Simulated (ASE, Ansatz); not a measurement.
# AlN(11-20)/C(110) interface (80 atoms): support functions against a reference, part 3 of 3

Aim: test how closely localised support functions follow the reference on AlN(11-20)/C(110) interface (80 atoms), and at what cost. A setting counts as converged where the r.m.s. difference of forces stays under 1 % of the r.m.s. force.

Ansatz 0.2.0; Kohn-Sham DFT, PBE, PAW (set soft_2), plane waves.

The cell: 16 Al, 16 N and 48 C. The cell is under 6 Å thick along one periodic direction. The host structure and its lattice constant were typed by rule, without a check against the phase diagram. Beside vacuum, support functions can miss their usual error bounds without a warning. The main run has no spin polarisation.

So far. Step 10 (Support functions medium, radius 4.48 Å): Forces differ from the reference by 0.65 meV/Å r.m.s., 0.041 % of their size, well within a tolerance of 1 %; the energy by -3.5 meV/atom. It took 4.8 min and 25 cycles; the reference's time can't be set against it, since the two runs asked for unlike analyses.

### 12. What the reference run shows

The comparisons rest on this run, so its electronic structure is set out here.

Length of the force by element:

| element | coordination | atoms | mean length of the force (eV/Å) | spread | least | most |
| --- | --- | --- | --- | --- | --- | --- |
| Al | all | 16 | 1.48 | 0.760 | 0.469 | 2.83 |
| C | all | 48 | 3.02 | 1.29 | 0.305 | 5.07 |
| N | all | 16 | 1.26 | 0.712 | 0.365 | 3.23 |

Intrinsic-atomic-orbital charges by element:

| element | coordination | atoms | mean charge (e) | spread | least | most |
| --- | --- | --- | --- | --- | --- | --- |
| Al | all | 16 | 1.08 | 0.0287 | 1.01 | 1.12 |
| C | all | 48 | -0.0171 | 0.0755 | -0.303 | 0.107 |
| N | all | 16 | -1.03 | 0.105 | -1.12 | -0.836 |

By region:

| region | atoms | mean length of the force (eV/Å) | net charge (e) |
| --- | --- | --- | --- |
| AlN | 32 | 1.37 | 0.82 |
| C | 48 | 3.02 | -0.82 |

Density of states as counts of states in windows of 1 eV (from the Fermi level), total and the larger projections:

| from (eV) | to (eV) | total | AlN | C p | N p | Al p | C s |
| --- | --- | --- | --- | --- | --- | --- | --- |
| -14 | -13 | 15.4 | 8.5 | 3.1 | 0.1 | 1.9 | 3.8 |
| -13 | -12 | 8.3 | 0.4 | 4.3 | 0.0 | 0.1 | 3.5 |
| -12 | -11 | 9.6 | 0.2 | 6.7 | 0.1 | 0.1 | 2.6 |
| -11 | -10 | 10.3 | 0.4 | 6.4 | 0.1 | 0.1 | 3.5 |
| -10 | -9 | 6.7 | 0.2 | 4.6 | 0.1 | 0.0 | 1.9 |
| -9 | -8 | 11.4 | 0.4 | 9.0 | 0.2 | 0.1 | 1.9 |
| -8 | -7 | 17.8 | 2.7 | 13.1 | 1.7 | 0.5 | 1.8 |
| -7 | -6 | 26.3 | 12.6 | 12.4 | 8.2 | 2.0 | 1.2 |
| -6 | -5 | 33.1 | 13.8 | 17.4 | 9.2 | 2.1 | 1.7 |
| -5 | -4 | 28.7 | 11.6 | 16.2 | 8.5 | 1.8 | 0.8 |
| -4 | -3 | 29.8 | 19.2 | 9.9 | 15.3 | 2.8 | 0.4 |
| -3 | -2 | 28.4 | 20.7 | 7.0 | 18.1 | 2.2 | 0.3 |
| -2 | -1 | 17.6 | 10.5 | 6.3 | 9.0 | 1.1 | 0.5 |
| -1 | 0 | 16.6 | 1.8 | 13.0 | 1.3 | 0.4 | 1.6 |
| 0 | 1 | 16.9 | 2.6 | 12.1 | 1.5 | 0.5 | 1.9 |
| 1 | 2 | 12.0 | 8.0 | 3.2 | 2.0 | 3.9 | 0.6 |
| 2 | 3 | 3.4 | 0.9 | 2.2 | 0.4 | 0.3 | 0.3 |
| 3 | 4 | 2.1 | 1.6 | 0.1 | 0.2 | 1.0 | 0.0 |
| 4 | 5 | 14.8 | 10.1 | 1.1 | 1.4 | 6.0 | 0.6 |

The curve was stored every 0.100 eV, coarse against its broadening of 0.08 eV, so these counts are rough.

Between -21 and -14 eV lie 60 more states.

The levels nearest the highest filled one (over half full), pooled over k-points and spins:

| level less the highest filled one (eV) | occupation |
| --- | --- |
| -0.327 | 2 |
| -0.203 | 2 |
| -0.186 | 2 |
| -0.138 | 2 |
| -0.0082 | 1.96 |
| 0 | 1.88 |
| 0.046 | 0.29 |
| 0.0904 | 0 |
| 0.110 | 0 |
| 0.195 | 0 |
| 0.206 | 0 |
| 0.393 | 0 |

Planar average of the electrostatic potential energy along the normal, with the Fermi level as zero, after a running mean with a triangular window 4 Å wide at its base:

| height (Å) | potential energy (eV) |
| --- | --- |
| 0.0 | 4.83 |
| 0.6 | 4.69 |
| 1.3 | 4.51 |
| 1.9 | 4.36 |
| 2.5 | 4.20 |
| 3.1 | 3.98 |
| 3.9 | 3.21 |
| 4.5 | 1.75 |
| 5.0 | -0.26 |
| 5.6 | -2.51 |
| 6.4 | -4.49 |
| 7.0 | -5.14 |
| 7.6 | -5.51 |
| 8.2 | -5.40 |
| 8.9 | -5.58 |
| 9.5 | -5.42 |
| 10.1 | -4.96 |
| 10.7 | -4.94 |
| 11.4 | -5.38 |
| 12.0 | -7.11 |
| 12.6 | -9.05 |
| 13.2 | -10.38 |
| 14.0 | -11.45 |
| 14.6 | -11.23 |
| 15.1 | -11.06 |
| 15.7 | -9.19 |
| 16.5 | -5.69 |
| 17.1 | -1.31 |
| 17.7 | 2.17 |
| 18.3 | 4.55 |
| 19.0 | 5.48 |
| 19.6 | 5.45 |
| 20.2 | 5.33 |
| 20.8 | 5.19 |
| 21.5 | 5.01 |
| 22.1 | 4.87 |

Valence density in the cb plane at fractional x = 0.001, with atoms of Al and N and C within 0.2 Å of it. It is the smooth field of the valence electrons, not physical close to the nuclei.

Ten steps, logarithmic in the rise over the least value, from '0' (0.0 e/Å³) to '9' (3.5 e/Å³), each cell a mean:
```
00000000000012222233433322233332223357764345
00000000000012344443323344433222234568875446
00000000000012466654223466643222344578876556
00000000000013579875334689864322344568875456
00000000000013689985435799975333333457764345
00000000000013689975435799975333332356654335
00000000000012467764334577754333322356764335
00000000000001244443333444443333333457875446
00000000000001122333333333333333334568876556
00000000000001122334444332334443334568876556
00000000000001223344555433345553333467875446
00000000000001222345565432345553222356764335
00000000000011222234555422245543222346654334
```
Columns run along c (16.0 Å, from fractional 0.00 to 0.72 of the cell), rows up along b (5.0 Å). Atoms in or near the plane, at fractional coordinates: Al at (0.27, 0.00), N at (0.27, 0.62), Al at (0.41, 0.00), N at (0.41, 0.61), C at (0.62, 0.28), C at (0.61, 0.78).

Electrostatic potential energy in the cb plane at fractional x = 0.001, with atoms of Al and N and C within 0.2 Å of it. With pseudopotentials it is smooth inside the atoms' cores, unlike the true potential.

Ten even steps from '0' (-41 eV) to '9' (8 eV), each cell a mean:
```
99999999999998657657898567658999999987788998
99999999999999765568998765578999999862158987
99999999999999987789999887889999999840027885
99999999999999962379999842489999999861048887
99999999999999820058888600068889999987678998
99999999999999930068778710178778999987788998
99999999999999986788767876787678899987788998
99999999999999999998778899988778999986468888
99999999999999999999888999999889999861017886
99999999999999988899999988899999999860017886
99999999999998876678998866689999999985368888
99999999999998655557888656568999999987788998
99999999999998557757898568758999999987788998
```
Columns run along c (16.0 Å, from fractional 0.00 to 0.72 of the cell; values clipped at the 3rd and 97th percentile), rows up along b (5.0 Å). Atoms in or near the plane, at fractional coordinates: Al at (0.27, 0.00), N at (0.27, 0.62), Al at (0.41, 0.00), N at (0.41, 0.61), C at (0.62, 0.28), C at (0.61, 0.78).

Mean intrinsic-atomic-orbital charges: Al +1.08, C -0.02, N -1.03 e. By these charges the region 'AlN' has given 0.82 e to 'C'; where the regions aren't neutral units, this includes their ionic charge. Within 0.4 eV of the Fermi level the largest share is C p (77 % of the projected weight). The potential slopes across the vacuum by 0.24 eV/Å: the slab bears a dipole, and with periodic images along the normal there is no flat vacuum level to read.

### 13. Distances and neighbours

These statistics describe the geometry on which the runs were made.

Normalised to the volume that the atoms fill. Pair distribution functions g(r), in bins of 0.2 Å:

| r (Å) | total | C-C | C-Al | C-N | Al-Al | Al-N | N-N |
| --- | --- | --- | --- | --- | --- | --- | --- |
| 1.40 | 0.23 | 0.64 | 0.00 | 0.00 | 0.00 | 0.00 | 0.00 |
| 1.60 | 2.69 | 7.46 | 0.00 | 0.00 | 0.00 | 0.00 | 0.00 |
| 1.80 | 0.69 | 0.00 | 0.00 | 0.00 | 0.00 | 8.60 | 0.00 |
| 2.00 | 0.76 | 0.00 | 0.34 | 0.34 | 0.00 | 7.50 | 0.00 |
| 2.20 | 0.07 | 0.00 | 0.15 | 0.15 | 0.00 | 0.00 | 0.00 |
| 2.40 | 0.69 | 1.84 | 0.13 | 0.00 | 0.00 | 0.00 | 0.00 |
| 2.60 | 2.21 | 5.95 | 0.05 | 0.21 | 0.00 | 0.00 | 0.00 |
| 2.80 | 0.14 | 0.19 | 0.13 | 0.17 | 0.00 | 0.00 | 0.00 |
| 3.00 | 2.82 | 5.15 | 0.23 | 0.27 | 9.20 | 0.88 | 10.10 |
| 3.20 | 0.63 | 0.00 | 0.24 | 0.14 | 6.35 | 0.84 | 5.50 |
| 3.40 | 0.16 | 0.02 | 0.42 | 0.24 | 0.00 | 0.00 | 0.00 |
| 3.60 | 1.34 | 1.71 | 0.24 | 0.37 | 0.00 | 7.27 | 0.00 |
| 3.80 | 0.82 | 1.85 | 0.19 | 0.36 | 0.00 | 0.22 | 0.00 |
| 4.00 | 0.45 | 0.90 | 0.26 | 0.26 | 0.00 | 0.00 | 0.00 |
| 4.20 | 0.18 | 0.04 | 0.37 | 0.31 | 0.00 | 0.00 | 0.00 |
| 4.40 | 2.18 | 4.01 | 0.49 | 0.27 | 3.46 | 3.44 | 3.45 |
| 4.60 | 1.00 | 2.27 | 0.29 | 0.47 | 0.00 | 0.00 | 0.00 |
| 4.80 | 0.49 | 0.03 | 0.32 | 0.36 | 0.00 | 3.99 | 0.00 |
| 5.00 | 0.78 | 1.28 | 0.45 | 0.45 | 1.31 | 0.00 | 1.31 |
| 5.20 | 0.83 | 1.80 | 0.40 | 0.33 | 0.00 | 0.00 | 0.07 |
| 5.40 | 0.77 | 0.40 | 0.39 | 0.49 | 5.17 | 0.00 | 5.10 |
| 5.60 | 0.95 | 1.66 | 0.60 | 0.40 | 0.00 | 1.34 | 0.00 |
| 5.80 | 0.95 | 0.93 | 0.51 | 0.60 | 2.27 | 2.06 | 2.10 |
| 6.00 | 0.40 | 0.04 | 0.47 | 0.49 | 1.53 | 0.32 | 1.71 |
| 6.20 | 0.60 | 0.60 | 0.47 | 0.43 | 0.86 | 1.29 | 0.86 |
| 6.40 | 0.88 | 1.26 | 0.50 | 0.57 | 0.00 | 2.12 | 0.00 |
| 6.60 | 1.06 | 1.91 | 0.50 | 0.60 | 0.00 | 1.35 | 0.00 |
| 6.80 | 0.95 | 1.76 | 0.63 | 0.58 | 0.04 | 0.20 | 0.35 |

A closer look about C55, which bears the longest force: 11 atoms, nearest first, numbered in the order of the input, with positions taken from that point.

| atom | x | y | z | distance (Å) | intrinsic-atomic-orbital charge (e) | Fx | Fy | Fz (eV/Å) |
| --- | --- | --- | --- | --- | --- | --- | --- | --- |
| C55 | 0.00 | 0.00 | 0.00 | 0.00 | -0.05 | 4.85 | -0.23 | -1.48 |
| C56 | 0.91 | 1.23 | 0.00 | 1.53 | -0.03 | -4.16 | 0.05 | -1.50 |
| C54 | -0.87 | 0.00 | -1.28 | 1.55 | 0.02 | -1.37 | -0.80 | 1.32 |
| C64 | 0.94 | -1.29 | -0.02 | 1.60 | -0.04 | -4.68 | 0.04 | -1.39 |
| C63 | 0.04 | 2.50 | 0.00 | 2.50 | -0.03 | 3.86 | 0.32 | -1.67 |
| C69 | -1.78 | 1.23 | -1.26 | 2.51 | 0.03 | 0.95 | 0.03 | 1.24 |
| C63 | 0.04 | -2.52 | 0.00 | 2.52 | -0.03 | 3.86 | 0.32 | -1.67 |
| C77 | -1.76 | -1.29 | -1.28 | 2.53 | 0.04 | 0.52 | 0.56 | 1.36 |
| C53 | 1.78 | 1.25 | -1.28 | 2.53 | 0.03 | 2.40 | -0.94 | 1.83 |
| C51 | -0.01 | 0.01 | -2.56 | 2.56 | 0.03 | 1.83 | -0.83 | -0.96 |
| C61 | 1.80 | -1.29 | -1.30 | 2.57 | 0.02 | 1.71 | 0.87 | 1.77 |

### 14. Summary of results

| Property | Result |
| --- | --- |
| free energy per atom | -334.5922 eV/atom |
| r.m.s. force component | 1.575 eV/Å |
| wall time of the 9 DFT runs | 28 min |

Against plane waves at 420 eV, the forces differ by 0.66 meV/Å (0.042 %) with support functions medium. At 80 atoms the fastest of the runs at a preset level, support functions low, takes roughly 2.0 times the time of plane waves (whose run also made extra analyses, so the like-for-like ratio is larger), in 22 SCF cycles against 17. Differences between support functions and plane waves include what basis error the plane-wave run still has. The force difference hardly changes among these support-function runs, which points to the basis of the plane-wave reference as its main source. As the radius goes from 3.22 to 4.48 Å, the force difference goes from 0.69 to 0.65 meV/Å, and the time from 1.8 min to 4.8 min.

Counting bands leaves a spacing of only 0.046 eV (on the run's k-points), which the smearing bridges: 3 levels are partly filled by over 2 %, so a gap, if any, is small at this level.

What to keep in mind: The geometry was built by rule, was displaced at random and isn't relaxed at this level: its force components are 1.6 eV/Å r.m.s. The slab bears a dipole and has periodic images along its normal, so a spurious field crosses the vacuum.

[Logs are printed without paths, hosts, clocks, repeated set-up lines and the standing remarks that a program may print on its own settings, such as how far it seeks lower states.]

[Hosts, paths, dates, database ids (printed as entryN), source tags and the programs' standing remarks are cut or masked in the printed files.]
